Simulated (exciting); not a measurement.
Be3N2, space group R3m, N K edge of atom 1, with 3 Be at 1.78 Å, 3 Be at 1.84 Å and 1 Be at 2.20 Å (7-fold, site symmetry 3m); the tensor is averaged over the atoms equivalent by symmetry. Method: exciting, all-electron LAPW+lo, LDA, exchange and screened direct term (singlet BSE), 4×4×4 shifted k points, 15 conduction bands, |G+q| up to 3 bohr⁻¹, full RPA screening with nempty = 35, Lorentzian half width 0.45 eV.

```xyz
5
Lattice="1.4198 0.8197 4.8662 -1.4198 0.8197 4.8662 0.0000 -1.6394 4.8662" Properties=species:S:1:pos:R:3 pbc="T T T"
N     0.0000    0.0000    4.2565
N     0.0000    0.0000   11.6181
Be    0.0000    0.0000   13.3022
Be    0.0000    0.0000    9.9607
Be    0.0000    0.0000    2.0584
```

Energy from the Kohn–Sham onset, core level to the lowest empty state found on the meshes used; scaled to the maximum of the polarisation mean:

```
E (eV)  curve 1  curve 2
  -4.0     0.02     0.02
  -3.5     0.02     0.03
  -3.0     0.03     0.03
  -2.5     0.03     0.04
  -2.0     0.04     0.06
  -1.5     0.06     0.08
  -1.0     0.09     0.13
  -0.5     0.15     0.23
   0.0     0.26     0.43
   0.5     0.45     0.72
   1.0     0.53     1.03
   1.5     0.62     1.05
   2.0     0.70     0.93
   2.5     0.96     0.96
   3.0     0.95     0.88
   3.5     0.69     0.67
   4.0     0.62     0.56
   4.5     0.74     0.54
   5.0     1.00     0.60
   5.5     1.00     0.60
   6.0     0.86     0.69
   6.5     0.79     0.70
   7.0     0.78     0.66
   7.5     0.82     0.54
   8.0     0.77     0.42
   8.5     0.72     0.33
   9.0     0.60     0.31
   9.5     0.50     0.31
  10.0     0.41     0.31
  10.5     0.34     0.28
  11.0     0.26     0.24
  11.5     0.19     0.20
  12.0     0.14     0.17
  12.5     0.12     0.17
  13.0     0.13     0.18
  13.5     0.12     0.19
  14.0     0.10     0.18
  14.5     0.08     0.16
  15.0     0.07     0.13
  15.5     0.06     0.09
  16.0     0.05     0.06
```

Question: The curves are the diagonal elements of Im ε for ε ∥ c and ⊥ c. Which is which?

Curve 1: ε ⊥ c, maxima 2.7 eV (1.03), 5.2 eV (1.04) and 7.4 eV (0.82). Curve 2: ε ∥ c, maxima 1.2 eV (1.07), 2.4 eV (0.97) and 6.2 eV (0.71); 2 lower ones aren't listed. A K edge probes the empty p states along ε, which follow the bonds' lengths and directions.

[Banner, clock and machine lines of the logs are left out without a mark of their own.]

[Logs are printed without paths, hosts, clocks, repeated set-up lines and the standing remarks that a program may print on its own settings, such as how far it seeks lower states.]

[Hosts, paths, dates, database ids (printed as entryN), source tags and the programs' standing remarks are cut or masked in the printed files.]
